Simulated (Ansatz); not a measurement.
# Phonons of TlS (Pm-3m) against volume

Does TlS (Pm-3m) expand much on heating, by its phonons?

Program: Ansatz 0.2.0. Level of theory: DFT PBEsol, scalar-relativistic, plane waves, PAW; PAW set soft_1. Results are calculated unless marked as measured.

This is a report of a sequence of runs, with most program output left out.

### 1. Set-up

The structure is cubic, space group Pm-3m (No. 221). Conventional cell: a = 3.513 Å, b = 3.513 Å, c = 3.513 Å, α = 90.00°, β = 90.00°, γ = 90.00°. Nearest to Tl lie 8 S at 3.04 Å. Nearest to S lie 8 Tl at 3.04 Å. Farther neighbours and most contacts between anions are not listed.

### 2. The dispersion

The cell comes from relaxations at this level that are not shown. Stability and thermal properties need the whole zone. Linear response on a 4×4×4 q mesh gives force constants as far as a supercell of that size would.

The input, input.yaml:

```yaml
crystal:
  lattice:
    - [3.5134324571, 0.0, 0.0]
    - [0.0, 3.5134324571, 0.0]
    - [0.0, 0.0, 3.5134324571]
  atoms:
    - { symbol: Tl, position: [0.5, 0.5, 0.5] }
    - { symbol: S, position: [0.0, 0.0, 0.0] }
kpoints:
  mp_grid: { grid: [12, 12, 12] }
hamiltonian:
  xc: pbesol
  pseudopotentials: { kind: paw, azcp: { folder: soft_1 }, xc_functional: pbe }
scf:
  occupations: { method: methfessel_paxton, width: 0.2 }
output:
  eigenvalues: true
phonons:
  method: dfpt
  qmesh: [4, 4, 4]
  temperatures: { t_max: 1000, t_step: 50 }
  qpath:
    path:
      - [[0.0, 0.0, 0.0], [0.0, 0.5, 0.0], [0.5, 0.5, 0.0], [0.0, 0.0, 0.0], [0.5, 0.5, 0.5], [0.0, 0.5, 0.0]]
      - [[0.5, 0.5, 0.5], [0.5, 0.5, 0.0]]
    npoints: 10
```

Started as:

```console
ansatz run input.yaml --threads 4 --pin off --max-ram 10240MiB --backend cpu --events-out ev --progress --plain --runs-dir out
```

Run time: 3.1 min. Hardware: 4 threads of Arm Neoverse V1, shared host; peak memory 1.5 GiB; 12 min of CPU time.

This step gave:

| Item | Value |
| --- | --- |
| volume per atom | 21.69 Å³ |
| gap on the k-mesh | 0 eV |
| sum-rule residual before enforcement | 5.09e-5 eV/Å² |
| lowest frequency on the path | -127.8 cm⁻¹ |
| point group | m-3m |
| highest frequency on the path or at a solved wavevector | 187.6 cm⁻¹ |
| highest optical mode at the zone centre (no LO-TO term) | 56.78 cm⁻¹ |
| lowest optical zone-centre mode | 56.78 cm⁻¹ |
| lowest mode on the q mesh (acoustic modes at Γ apart) | -127.8 cm⁻¹ |

Frequencies (cm⁻¹) solved at each irreducible wavevector; negative means imaginary. Frequencies by wavevector, by row:

```tsv
q in reciprocal lattice units	star	mode 1	mode 2	mode 3	mode 4	mode 5	mode 6
0 0 0	1	0	0	0	56.8	56.8	56.8
0 0 0.25	6	-62.2	-62.2	21.2	21.2	62.9	133
0 0 -0.5	3	-49.1	-49.1	23.6	23.6	87.9	132.2
0 0.25 0.25	12	-107.3	18.3	47.2	65.7	108.3	149.6
0 0.25 -0.5	12	-106.7	16	48.1	77.8	139.6	152.2
0 -0.5 -0.5	3	-127.8	-12.7	64.5	64.5	187.6	187.6
0.25 0.25 0.25	8	50.3	50.3	61.3	103.4	139.9	139.9
0.25 0.25 -0.5	12	45.1	53.9	73	121.5	124.1	157.4
0.25 -0.5 -0.5	6	50.6	67.3	67.3	122.8	174.4	174.4
-0.5 -0.5 -0.5	1	70.1	70.1	70.1	173	173	173
```

Symmetry leaves 10 wavevectors to solve. The lowest mode among them, the acoustic zeros apart, lies at q = (0, -0.5, -0.5) and is imaginary, 127.8i cm⁻¹, so the energy falls along it.

### 3. Relaxing at another volume, volume ratio 0.97

The volume is scaled by 0.97 and held; symmetry leaves nothing to relax, so this is a single point. The modes can then be followed against volume.

input.yaml, the sections that differ from step 2:

```yaml
crystal:
  lattice:
    - [3.4779408138, 0.0, 0.0]
    - [0.0, 3.4779408138, 0.0]
    - [0.0, 0.0, 3.4779408138]
  atoms:
    - { symbol: Tl, position: [0.5, 0.5, 0.5] }
    - { symbol: S, position: [0.0, 0.0, 0.0] }
output:
  forces: true
  stress: true
  eigenvalues: true
# kpoints, hamiltonian, scf: as in step 2
# phonons: removed
```

Wall time 0.88 s (4 threads); peak memory 0.34 GiB.

This run has no spin polarisation although its electron count is odd.

Numbers from this step:

| Item | Value |
| --- | --- |
| pressure | 1.950 GPa |
| volume per atom | 21.03 Å³ |

### 4. Phonons at the other volume, volume ratio 0.97

The phonons are repeated at this volume on the same k and q meshes.

Changes to input.yaml since step 3:

```diff
@@ -16,4 +16,11 @@
 output:
-  forces: true
-  stress: true
   eigenvalues: true
+phonons:
+  method: dfpt
+  qmesh: [4, 4, 4]
+  temperatures: { t_max: 1000, t_step: 50 }
+  qpath:
+    path:
+      - [[0.0, 0.0, 0.0], [0.0, 0.5, 0.0], [0.5, 0.5, 0.0], [0.0, 0.0, 0.0], [0.5, 0.5, 0.5], [0.0, 0.5, 0.0]]
+      - [[0.5, 0.5, 0.5], [0.5, 0.5, 0.0]]
+    npoints: 10
```

It took 3.1 min on 4 threads; peak memory 1.5 GiB.

Numbers from this step:

- sum-rule residual before enforcement: 4.99e-5 eV/Å²
- lowest frequency on the path: -122.1 cm⁻¹
- highest frequency on the path or at a solved wavevector: 200.4 cm⁻¹
- highest optical mode at the zone centre (no LO-TO term): 75.77 cm⁻¹
- lowest optical zone-centre mode: 75.77 cm⁻¹
- lowest mode on the q mesh (acoustic modes at Γ apart): -122.1 cm⁻¹

Frequencies (cm⁻¹) solved at each irreducible wavevector; negative means imaginary. Frequencies by wavevector, by row:

```tsv
q in reciprocal lattice units	star	mode 1	mode 2	mode 3	mode 4	mode 5	mode 6
0 0 0	1	0	0	0	75.8	75.8	75.8
0 0 0.25	6	-50.7	-50.7	29.2	29.2	67.5	147.3
0 0 -0.5	3	-31.1	-31.1	29	29	93.3	145.9
0 0.25 0.25	12	-103.9	24.1	50.6	70.4	123.1	162
0 0.25 -0.5	12	-102.2	22.5	51.5	82.3	151.6	166
0 -0.5 -0.5	3	-122.1	7.4	68.2	68.2	200.4	200.4
0.25 0.25 0.25	8	54.2	54.2	65.3	118.6	151.9	151.9
0.25 0.25 -0.5	12	48.5	58.5	77.6	134.3	135.1	170.8
0.25 -0.5 -0.5	6	55.2	71.5	71.5	135.6	186	186
-0.5 -0.5 -0.5	1	75.1	75.1	75.1	185.5	185.5	185.5
```

The highest optical mode at the zone centre (no LO-TO term) is 75.8 cm⁻¹, +19.0 cm⁻¹ against the base run.

### 5. Relaxing at another volume, volume ratio 1.03

The volume is scaled by 1.03 and held; symmetry leaves nothing to relax, so this is a single point. The modes can then be followed against volume.

input.yaml, the sections that differ from step 4:

```yaml
crystal:
  lattice:
    - [3.5482211795, 0.0, 0.0]
    - [0.0, 3.5482211795, 0.0]
    - [0.0, 0.0, 3.5482211795]
  atoms:
    - { symbol: Tl, position: [0.5, 0.5, 0.5] }
    - { symbol: S, position: [0.0, 0.0, 0.0] }
output:
  forces: true
  stress: true
  eigenvalues: true
# kpoints, hamiltonian, scf: as in step 4
# phonons: removed
```

Run time: 0.95 s. Hardware: 4 threads; peak memory 0.34 GiB.

This step gave:

- pressure: -1.608 GPa
- volume per atom: 22.34 Å³

The run ends at a pressure of -1.61 GPa.

### 6. Phonons at the other volume, volume ratio 1.03

Changes to input.yaml since step 5:

```diff
@@ -16,4 +16,11 @@
 output:
-  forces: true
-  stress: true
   eigenvalues: true
+phonons:
+  method: dfpt
+  qmesh: [4, 4, 4]
+  temperatures: { t_max: 1000, t_step: 50 }
+  qpath:
+    path:
+      - [[0.0, 0.0, 0.0], [0.0, 0.5, 0.0], [0.5, 0.5, 0.0], [0.0, 0.0, 0.0], [0.5, 0.5, 0.5], [0.0, 0.5, 0.0]]
+      - [[0.5, 0.5, 0.5], [0.5, 0.5, 0.0]]
+    npoints: 10
```

Run time: 3.2 min. Hardware: 4 threads; peak memory 1.5 GiB.

Numbers from this step:

| Property | Result |
| --- | --- |
| sum-rule residual before enforcement | 3.56e-5 eV/Å² |
| lowest frequency on the path | -132.8 cm⁻¹ |
| highest frequency on the path or at a solved wavevector | 175.6 cm⁻¹ |
| highest optical mode at the zone centre (no LO-TO term) | 32.26 cm⁻¹ |
| lowest optical zone-centre mode | 32.26 cm⁻¹ |
| lowest mode on the q mesh (acoustic modes at Γ apart) | -132.8 cm⁻¹ |

Frequencies (cm⁻¹) solved at each irreducible wavevector; negative means imaginary. Frequencies by wavevector, by row:

```tsv
q in reciprocal lattice units	star	mode 1	mode 2	mode 3	mode 4	mode 5	mode 6
0 0 0	1	0	0	0	32.3	32.3	32.3
0 0 0.25	6	-71.5	-71.5	14.6	14.6	58.5	119.4
0 0 -0.5	3	-61.4	-61.4	17.6	17.6	82.8	118.5
0 0.25 0.25	12	-110.2	11.5	43.5	61.3	93.3	137.8
0 0.25 -0.5	12	-110.9	6.1	44.7	73.3	128	138.9
0 -0.5 -0.5	3	-132.8	-18.7	60.7	60.7	175.6	175.6
0.25 0.25 0.25	8	46.4	46.4	57.1	88.2	128.3	128.3
0.25 0.25 -0.5	12	41.6	49.5	68	109.5	113.2	144.6
0.25 -0.5 -0.5	6	46.1	63.3	63.3	110.4	163.3	163.3
-0.5 -0.5 -0.5	1	65.4	65.4	65.4	160.8	160.8	160.8
```

The highest optical mode at the zone centre (no LO-TO term) is 32.3 cm⁻¹, -24.5 cm⁻¹ against the base run.

### 7. Grüneisen parameters

The Grüneisen parameter of a mode is minus the logarithmic change of its frequency with volume, −d ln ω / d ln V; weighted by heat capacity it gives the expansion.

Numbers from this step:

```yaml
bulk_modulus: 59.3 GPa
```

The phonon branches at the labelled points (cm⁻¹):

```tsv
point	branch 1	branch 2	branch 3	branch 4	branch 5	branch 6
Γ	0	0	0	57	57	57
halfway	-62	-62	21	21	63	133
X	-49	-49	24	24	88	132
halfway	-107	16	48	78	140	152
M	-128	-13	64	64	188	188
halfway	-107	18	47	66	108	150
Γ	0	0	0	57	57	57
halfway	50	50	61	103	140	140
R	70	70	70	173	173	173
halfway	45	54	73	122	124	157
X	-49	-49	24	24	88	132
jump to R	70	70	70	173	173	173
halfway	51	67	67	123	174	174
M	-128	-13	64	64	188	188
```

The same for volume x 0.97:

```tsv
point	branch 1	branch 2	branch 3	branch 4	branch 5	branch 6
Γ	0	0	0	76	76	76
X	-31	-31	29	29	93	146
M	-122	7	68	68	200	200
Γ	0	0	0	76	76	76
R	75	75	75	186	186	186
X	-31	-31	29	29	93	146
R	75	75	75	186	186	186
M	-122	7	68	68	200	200
```

The same for volume x 1.03:

```tsv
point	branch 1	branch 2	branch 3	branch 4	branch 5	branch 6
Γ	0	0	0	32	32	32
X	-61	-61	18	18	83	118
M	-133	-19	61	61	176	176
Γ	0	0	0	32	32	32
R	65	65	65	161	161	161
X	-61	-61	18	18	83	118
R	65	65	65	161	161	161
M	-133	-19	61	61	176	176
```

### 8. Outcome

| Item | Value |
| --- | --- |
| bulk modulus | 59.3 GPa |

**Reading.** No expansion is given, because modes are imaginary at one volume or more. The highest optical mode at Γ goes from 76 to 32 cm⁻¹ as the cell grows, a Grüneisen parameter of 14.23. Branches are matched by rank, so values near crossings are rough. With no gap, or one that is small against the smearing, the frequencies hang on the k mesh and the smearing, most of all near Kohn anomalies. The phonon runs are without spin polarisation, although the cell has an odd electron count. Spin-orbit coupling is left out, which can matter for the heavy elements here. The PAW files were made for PBE and serve the other functionals too. A phonon run warned that its eigensolver left some bands unconverged in a pass.

[Logs are printed without paths, hosts, clocks, repeated set-up lines and the standing remarks that a program may print on its own settings, such as how far it seeks lower states.]

[Hosts, paths, dates, database ids (printed as entryN), source tags and the programs' standing remarks are cut or masked in the printed files.]
